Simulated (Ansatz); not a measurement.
# The perfect InAs wire along [100], 6 atoms a period, H-terminated, part 2 of 2

Wanted: the relaxed geometry and the bands of the InAs wire along [100], 6 atoms a period, H-terminated.

Ansatz 0.2.0; DFT PBE, plane waves, PAW; relaxation of a wire's period; PAW set soft_1 (the session's first sound run).

So far. Step 2 (The relaxed wire): The cell's length comes to 6.221 Å with spin left out.

## Step 3: Bands of the perfect wire

This step: DFT PBE, plane waves, PAW; bands of a perfect wire; PAW set soft_1 (Ansatz 0.2.0).

At the relaxed period the bands are computed along the axis; those that cross an energy going forward count the channels that a perfect wire would open there.

Input file input.yaml:

```yaml
crystal:
  lattice:
    - [13.365, 0.0, 0.0]
    - [0.0, 13.365, 0.0]
    - [0.0, 0.0, 6.221001936]
  atoms:
    - { symbol: In, position: [0.571261971, 0.571261971, 0.034993307] }
    - { symbol: H, position: [0.401763649, 0.401763649, 0.112641645] }
    - { symbol: H, position: [0.654444551, 0.654444551, 0.153718035] }
    - { symbol: As, position: [0.458692134, 0.458692134, 0.28631824] }
    - { symbol: H, position: [0.274613481, 0.659694402, 0.299252943] }
    - { symbol: H, position: [0.659694402, 0.274613481, 0.299252943] }
    - { symbol: In, position: [0.311194873, 0.566173286, 0.47543565] }
    - { symbol: In, position: [0.566173286, 0.311194873, 0.47543565] }
    - { symbol: H, position: [0.498964597, 0.737074244, 0.642850008] }
    - { symbol: H, position: [0.737074244, 0.498964597, 0.642850008] }
    - { symbol: H, position: [0.23889817, 0.488731252, 0.634910878] }
    - { symbol: H, position: [0.488731252, 0.23889817, 0.634910878] }
    - { symbol: As, position: [0.43982966, 0.657003202, 0.761772168] }
    - { symbol: As, position: [0.657003202, 0.43982966, 0.761772168] }
    - { symbol: H, position: [0.381684904, 0.729571214, 0.902668956] }
    - { symbol: H, position: [0.729571214, 0.381684904, 0.902668956] }
kpoints:
  mp_grid: { grid: [1, 1, 13] }
  band_path: { path: ["Γ", Z], npoints: 90 }
scf:
  occupations: { method: fermi_dirac, width: 0.05 }
hamiltonian:
  xc: pbe
  pseudopotentials: { kind: paw, azcp: { folder: soft_1 } }
output:
  dos: { e_range: [-5, 4] }
  write_potential: true
  write_density: true
  volumetric_format: npy
```

Started as:

```sh
> ansatz run input.yaml --threads 4 --pin off --max-ram 16384MiB --backend cpu --events-out ev --progress --plain --runs-dir out
```

Numbers of over 12 decimals in the logs are rounded to 6 here.

Output:

```text
[...]
Crystal: 16 atoms, lattice volume = 1111.215 Å³
Basis set: ecut = 420 eV, 21713 PW (Γ)
Bands: 63, of which v1, the nominal top of the filled ones, is band 47 counted from 1 (46 counted from 0)
Symmetry: 2 space group operations
[...]
k-points: 7 of 13 (time reversal used)
[...]
SCF iter   1: F=—  HF=-31521.481177 eV  |F-HF|=—  |Δ(HF+E_count)|=         —  Δρ=2.82e-2  dr2=9.13e0  ethr=3.10e-3  ⟨swp⟩=7.7  Hψ=2107  notcnv=0  defer=6
[...]
SCF iter   9: F=-31518.471607 eV  HF=-31518.471607 eV  |F-HF|=8.87e-9  |Δ(HF+E_count)|=   2.59e-7  Δρ=1.76e-6  dr2=4.70e-8  ethr=1.06e-10  ⟨swp⟩=15.0  Hψ=2390  notcnv=0
SCF 1 converged in 9 iterations: F = -31518.471607 eV  dr2 = 4.70e-8
[...]
NSCF: frozen V_eff on 91 k-points
WARN: The output density's exchange-correlation potential varies sharply where the density is thin. Do not read a vacuum level from v_tot or v_xc, or from such a field of the output density. On a cell that repeats whose density bears no net charge and no dipole along the vacuum's axis use v_es (v_loc + v_h of the components); under efield.dipole_correction with no amplitude use v_es + v_field, which holds any externa [...]
SCF converged after 9 iterations
Free energy (F): -31518.471607 eV
[...]
Internal energy: -31518.471607 eV  (E = F + TS)
E sigma→0 (E₀):  -31518.471607 eV
Fermi energy:    -2.209215 eV
[...]
--- Band table (eV; the first three rows and the last of 7) ---
  k-point 0: bands = [... 43 lower, -4.7003, -4.5572, -4.1996, -4.0862, -0.1588, 0.1188, 0.1698, 0.3522, ... 12 higher]
  k-point 1: bands = [... 43 lower, -4.6903, -4.5598, -4.2005, -4.0919, -0.1546, 0.0835, 0.1672, 0.3453, ... 12 higher]
  k-point 2: bands = [... 43 lower, -4.6645, -4.5661, -4.2022, -4.1084, -0.1539, 0.0306, 0.1158, 0.3923, ... 12 higher]
  k-point 6: bands = [... 43 lower, -4.5761, -4.5584, -4.2143, -4.1956, -0.3710, -0.1151, 0.2298, 0.8454, ... 12 higher]
```

Run time: 2 min. Hardware: 4 threads of Arm Neoverse V1, shared host; peak memory 3.7 GiB; 7.8 min of CPU time.

In the SCF lines HF is the Harris–Foulkes energy and dr2 the Hartree energy of the density residual, in eV; the loop may stop once dr2 is under the threshold and the program's other checks hold. Hψ counts applications of the Hamiltonian.

Numbers from this step:

* band gap: 3.710 eV

Electronic bands along the path, in eV, zero at the Fermi level; v1 is the highest filled band, c1 the lowest empty one:

| point | v4 | v3 | v2 | v1 | c1 | c2 | c3 | c4 |
| --- | --- | --- | --- | --- | --- | --- | --- | --- |
| Γ | -2.49 | -2.35 | -1.99 | -1.88 | 2.05 | 2.33 | 2.38 | 2.56 |
| halfway | -2.41 | -2.37 | -1.99 | -1.93 | 2.01 | 2.23 | 2.24 | 2.75 |
| Z | -2.37 | -2.35 | -2.01 | -1.99 | 1.83 | 2.09 | 2.45 | 3.06 |

The gap is 3.71 eV, with spin left out.

The path shows an indirect gap of 3.71 eV (valence top at Γ, conduction bottom at Z). The least direct gap is 3.82 eV.

## Step 4: Levels at the same atoms, cutoff 500 eV, k-mesh 1×1×10

This step: DFT r2SCAN, plane waves, PAW; bands of a perfect wire at the PBE geometry; PAW set soft_1 (Ansatz 0.2.0).

The atoms stay at the PBE geometry and the functional changes. r2SCAN also reads the kinetic-energy density; it often gives larger moments and wider gaps than PBE, at a higher cost. Against the first PBE run of this kind, the cutoff is 500 eV against 420 and the mesh along the wire has 10 points against 13.

Changes to input.yaml since step 3:

```diff
@@ -23,3 +23,3 @@
 kpoints:
-  mp_grid: { grid: [1, 1, 13] }
+  mp_grid: { grid: [1, 1, 10] }
   band_path: { path: ["Γ", Z], npoints: 90 }
@@ -28,8 +28,3 @@
 hamiltonian:
-  xc: pbe
+  xc: r2scan
   pseudopotentials: { kind: paw, azcp: { folder: soft_1 } }
-output:
-  dos: { e_range: [-5, 4] }
-  write_potential: true
-  write_density: true
-  volumetric_format: npy
```

Output:

```text
[...]
Crystal: 16 atoms, lattice volume = 1111.215 Å³
Basis set: ecut = 500 eV, 28203 PW (Γ), exchange–correlation on 400×400×192 points (64 copies of the dense FFT grid, shifted against one another)
Bands: 63, of which v1, the nominal top of the filled ones, is band 47 counted from 1 (46 counted from 0)
Symmetry: 2 space group operations
[...]
k-points: 6 of 10 (time reversal used)
[...]
--- Band table (eV; the first three rows and the last of 6) ---
  k-point 0: bands = [... 43 lower, -4.9540, -4.8238, -4.4354, -4.3238, 0.0779, 0.3644, 0.3787, 0.5745, ... 12 higher]
  k-point 1: bands = [... 43 lower, -4.9380, -4.8277, -4.4367, -4.3331, 0.0820, 0.3135, 0.3626, 0.5890, ... 12 higher]
  k-point 2: bands = [... 43 lower, -4.9001, -4.8358, -4.4384, -4.3593, 0.0622, 0.2694, 0.2871, 0.6958, ... 12 higher]
  k-point 5: bands = [... 43 lower, -4.8380, -4.8142, -4.4461, -4.4333, -0.1306, 0.1071, 0.5000, 1.0453, ... 12 higher]
[key lines of the parts left out:]
SCF converged after 9 iterations
Free energy (F): -31586.918124 eV
Fermi energy:    -2.206269 eV
```

Run time: 3.4 min. Hardware: 4 threads; peak memory 6 GiB.

Numbers from this step:

```yaml
band_gap: 4.193 eV
```

The gap is 4.19 eV, against 3.71 eV under PBE at the relaxed period.

## Step 5: Another level of theory, level HSE06, cutoff 420 eV

This step: DFT HSE06, plane waves, PAW; levels of a perfect wire at the PBE geometry; PAW set soft_1 (Ansatz 0.2.0).

The atoms stay at the PBE geometry and the functional changes. HSE06 mixes in a quarter of short-range exact exchange, which removes part of the self-interaction that closes gaps; it is dear, so the mesh is thinner and no path is run. Against the first PBE run of this kind, the mesh along the wire has 5 points against 13.

Changes to input.yaml since step 4:

```diff
@@ -23,4 +23,3 @@
 kpoints:
-  mp_grid: { grid: [1, 1, 10] }
-  band_path: { path: ["Γ", Z], npoints: 90 }
+  mp_grid: { grid: [1, 1, 5] }
 scf:
@@ -28,3 +27,3 @@
 hamiltonian:
-  xc: r2scan
+  xc: hse06
   pseudopotentials: { kind: paw, azcp: { folder: soft_1 } }
```

Output:

```text
[...]
Crystal: 16 atoms, lattice volume = 1111.215 Å³
Basis set: ecut = 420 eV, 21713 PW (Γ)
Bands: 63, of which v1, the nominal top of the filled ones, is band 47 counted from 1 (46 counted from 0)
Symmetry: 2 space group operations
[...]
k-points: 3 of 5 (time reversal used)
[...]
Internal energy: -31534.294451 eV  (E = F + TS)
E sigma→0 (E₀):  -31534.294451 eV
Fermi energy:    -2.302748 eV
[...]
--- Band table (eV) ---
  k-point 0: bands = [... 43 lower, -5.2907, -5.2038, -4.7561, -4.6548, 0.2713]
  k-point 1: bands = [... 43 lower, -5.2433, -5.2138, -4.7598, -4.6843, 0.2383]
  k-point 2: bands = [... 43 lower, -5.2133, -5.1826, -4.7583, -4.7427, 0.0289]
  guard bands above this table: 15 of the run's 63 bands. The solve was not asked for them (output.publish_guard_bands: true or output.eigenvalues: true publishes all)
[key lines of the parts left out:]
Free energy (F): -31534.294451 eV
```

It took 1.8 min on 4 threads; peak memory 2.2 GiB.

Numbers from this step:

* band gap: 4.684 eV

The gap is 4.68 eV, against 3.71 eV under PBE at the relaxed period.

## Step 6: With spin-orbit coupling, k-mesh 1×1×9

This step: DFT PBE, plane waves, fully relativistic PAW; bands of a perfect wire with spin-orbit coupling; PAW set soft_1 (Ansatz 0.2.0).

Spin-orbit coupling mixes the spins and splits bands that cross or touch without it, so it can open or close channels. Fully relativistic datasets take the place of the scalar ones. Against the first PBE run of this kind, the mesh along the wire has 9 points against 13.

Changes to input.yaml since step 5:

```diff
@@ -23,3 +23,4 @@
 kpoints:
-  mp_grid: { grid: [1, 1, 5] }
+  mp_grid: { grid: [1, 1, 9] }
+  band_path: { path: ["Γ", Z], npoints: 90 }
 scf:
@@ -27,3 +28,6 @@
 hamiltonian:
-  xc: hse06
-  pseudopotentials: { kind: paw, azcp: { folder: soft_1 } }
+  xc: pbe
+  pseudopotentials: { kind: paw_fr, azcp: { folder: soft_1 } }
+magnetization:
+  noncollinear: true
+  spin_orbit: true
```

Output:

```text
[...]
non-collinear run that drives no moment, with spin-orbit: no starting moment large enough to seed its density (crystal.atoms[].spin), no starting occupations that ask for one, no magnetisation constraint and no magnetic field, so the semilocal B_xc is pinned to zero
Crystal: 16 atoms, lattice volume = 1111.215 Å³
Basis set: ecut = 420 eV, 21713 PW (Γ)
[...]
k-point 0: bands = [... 90 lower, -4.2159, -4.2159, -4.0550, -4.0550, -0.1609, -0.1609, 0.1056, 0.1056, ... 28 higher]
  k-point 1: bands = [... 90 lower, -4.2318, -4.2069, -4.0665, -4.0658, -0.1635, -0.1469, 0.0367, 0.0537, ... 28 higher]
  k-point 2: bands = [... 90 lower, -4.2500, -4.2064, -4.0961, -4.0940, -0.2016, -0.1697, -0.0079, 0.0150, ... 28 higher]
  k-point 4: bands = [... 90 lower, -4.2748, -4.2547, -4.1408, -4.1406, -0.3750, -0.3670, -0.1146, -0.1109, ... 28 higher]
[key lines of the parts left out:]
SCF converged after 9 iterations
Magnetization: |M| = 0.0000 μB,  M = (+0.0000, +0.0000, +0.0000) μB
Free energy (F): -31524.616288 eV
Fermi energy:    -2.197861 eV
```

Wall time 19 min (4 threads); peak memory 13 GiB.

This step gave:

```
band gap : 3.672 eV
```

The electronic bands at the labelled points (eV, zero at the Fermi level; v1 is the highest filled band, c1 the lowest empty one):

| point | v4 | v3 | v2 | v1 | c1 | c2 | c3 | c4 |
| --- | --- | --- | --- | --- | --- | --- | --- | --- |
| Γ | -2.02 | -2.02 | -1.86 | -1.86 | 2.04 | 2.04 | 2.30 | 2.30 |
| halfway | -2.06 | -2.01 | -1.91 | -1.90 | 1.97 | 2.01 | 2.19 | 2.20 |
| Z | -2.07 | -2.07 | -1.94 | -1.94 | 1.82 | 1.82 | 2.08 | 2.08 |

The gap is 3.67 eV, against 3.71 eV under PBE at the relaxed period, with no moment.

## Step 7: The ladder

Times are for 4 threads of Arm Neoverse V1, shared host. The runs compared:

| no. | run | band gap (eV) | time | memory (GiB) |
| --- | --- | --- | --- | --- |
| 1 | lead | 3.710 | 2 min | 3.7 |
| 2 | levels | 4.193 | 3.4 min | 6.0 |
| 3 | levels | 4.684 | 1.8 min | 2.2 |
| 4 | SOC | 3.672 | 19 min | 13 |

## Step 8: Summary of results

```
cell length, PBE              : 6.221 Å
gap, PBE                      : 3.71 eV
gap, r2SCAN                   : 4.19 eV
gap, HSE06                    : 4.68 eV
gap, with spin-orbit coupling : 3.67 eV
```

What this shows: Under PBE the cell's length is 6.22 Å, and a gap of 3.71 eV makes it a semiconductor. At the relaxed period the wire is gapped under every functional, from 3.71 eV (PBE) to 4.68 eV (HSE06). Weak screening in one dimension makes quasiparticle gaps larger than the semilocal gaps, as a rule. Spin-orbit coupling changes the gap from 3.71 to 3.67 eV. Plain hydrogen on a compound's surface is a simple closure: it may leave surface states, and facets that end in unlike atoms put a field across the wire, both of which shrink the gap. A hybrid's gap is read on a coarse mesh, without a band path.

[Logs are printed without paths, hosts, clocks, repeated set-up lines and the standing remarks that a program may print on its own settings, such as how far it seeks lower states.]

[Hosts, paths, dates, database ids (printed as entryN), source tags and the programs' standing remarks are cut or masked in the printed files.]
